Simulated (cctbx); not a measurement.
## Diagnosing a refinement

Cell a = 7.0400 Å, b = 7.2020 Å, c = 7.3191 Å, α = 92.41°, β = 117.76°, γ = 118.49°; space group P-1 (no. 2). The compound is Li2MnCo3S8.

The data are simulated with cctbx, not measured: Mo Kα, λ = 0.71073 Å, to d = 0.65 Å, 50 % of the full sphere, strongest reflection 40000 counts, noise from counting, a 1.5 % proportional error and a noise floor of 15 counts (s.d.); no absorption, and some extinction, which the refinements don't model.

An anisotropic refinement with weights 1/σ² prints:

```text
Rint 0.028, 1555 unique reflections to 0.65 A
cycle     R1     wR2    GooF  max shift (A)
   1  0.0563  0.0868   1.486   0.01116
   2  0.0417  0.0672   1.150   0.00002
final R1 0.0417 wR2 0.0672 GooF 1.150  parameters 66  data/parameter 23.6
atom        x        y        z      Ueq    occ   su(xyz)  su(Uiso or U11)
Co1    0.00000  0.50000  0.00000   0.0242  1.000  0.00000  0.0006
Co2    0.50000  0.00000  0.00000   0.0199  1.000  0.00000  0.0005
Co3    0.50000  0.50000  0.00000   0.0203  1.000  0.00000  0.0006
Mn1    0.00000  0.00000  0.00000   0.0254  1.000  0.00000  0.0007
S1     0.46992  0.21737  0.22048   0.0266  1.000  0.00028  0.0007
S2     0.99147  0.74941  0.21677   0.0305  1.000  0.00032  0.0009
S3     0.54131  0.26247  0.80495   0.0254  1.000  0.00027  0.0007
S4     0.97455  0.24703  0.20466   0.0295  1.000  0.00030  0.0010
Li1    0.50000  0.00000  0.50000   0.0235  1.000  0.00000  0.0057
difference map: max 2.83 min -1.02 rms 0.26
Q1    0.0000  0.5000  0.5000    1    2.99  2.65 A from S4
Q2    0.1542  0.8496  0.5633    2    1.00  2.15 A from S2
Q3    0.1314  0.9295  0.4448    2    0.98  1.58 A from S2
Q4    0.0440  0.0099  0.2469    2    0.97  1.68 A from Mn1
Q5    0.1847  0.4380  0.4017    2    0.95  1.44 A from S4
Q6    0.3954  0.4811  0.5677    2    0.91  2.10 A from S1
```

**Question.** Can this result stand? If not, what is the likely fault?

Mend it. The fault: an atom left out, Li at (0, 1/2, 1/2). Against the right model at the same level, R1 goes from 0.0357 to 0.0417 and GooF from 1.03 to 1.15, U of Li1 shrinks from 0.0419 to 0.0235 Å² and the top difference peak, 3.0 e/Å³, lies 2.65 Å from S4. Q1 is the missing atom. With scattering power missing, scale and phases suffer, so peaks may also grow on the heavy atoms.

The compound is Li2MnCo3S8. The right model at the same level gives:

```text
Rint 0.028, 1555 unique reflections to 0.65 A
cycle     R1     wR2    GooF  max shift (A)
   1  0.0516  0.0795   1.363   0.00851
   2  0.0357  0.0599   1.027   0.00005
final R1 0.0357 wR2 0.0599 GooF 1.027  parameters 72  data/parameter 21.6
atom        x        y        z      Ueq    occ   su(xyz)  su(Uiso or U11)
Co1    0.00000  0.50000  0.00000   0.0241  1.000  0.00000  0.0005
Co2    0.50000  0.00000  0.00000   0.0203  1.000  0.00000  0.0005
Co3    0.50000  0.50000  0.00000   0.0206  1.000  0.00000  0.0005
Mn1    0.00000  0.00000  0.00000   0.0248  1.000  0.00000  0.0006
S1     0.46953  0.21688  0.22006   0.0267  1.000  0.00025  0.0007
S2     0.99169  0.74975  0.21674   0.0305  1.000  0.00029  0.0008
S3     0.54152  0.26269  0.80496   0.0254  1.000  0.00025  0.0006
S4     0.97484  0.24705  0.20493   0.0296  1.000  0.00027  0.0009
Li1    0.50000  0.00000  0.50000   0.0419  1.000  0.00000  0.0084
Li2    0.00000  0.50000  0.50000   0.0491  1.000  0.00000  0.0101
difference map: max 1.02 min -1.04 rms 0.24
Q1    0.0436  0.0142  0.2484    2    1.06  1.69 A from Mn1
Q2    0.4912  0.5974  0.7937    2    1.03  1.25 A from S1
Q3    0.1803  0.4304  0.4135    2    0.94  1.46 A from S4
Q4    0.2274  0.9447  0.9686    2    0.90  1.36 A from S4
Q5    0.1483  0.8529  0.5606    2    0.88  2.14 A from S2
Q6    0.1336  0.2465  0.5601    2    0.84  2.19 A from S2
```

Isotropic U is held between 0.0001 and 1 Å² by the program, and listed peak heights are interpolated, so they can pass the grid's maximum.

This is a model crystal, built by substitution and not relaxed, with assumed displacement parameters.

[Middle refinement cycles are left out of these outputs.]

[Logs are printed without paths, hosts, clocks, repeated set-up lines and the standing remarks that a program may print on its own settings, such as how far it seeks lower states.]
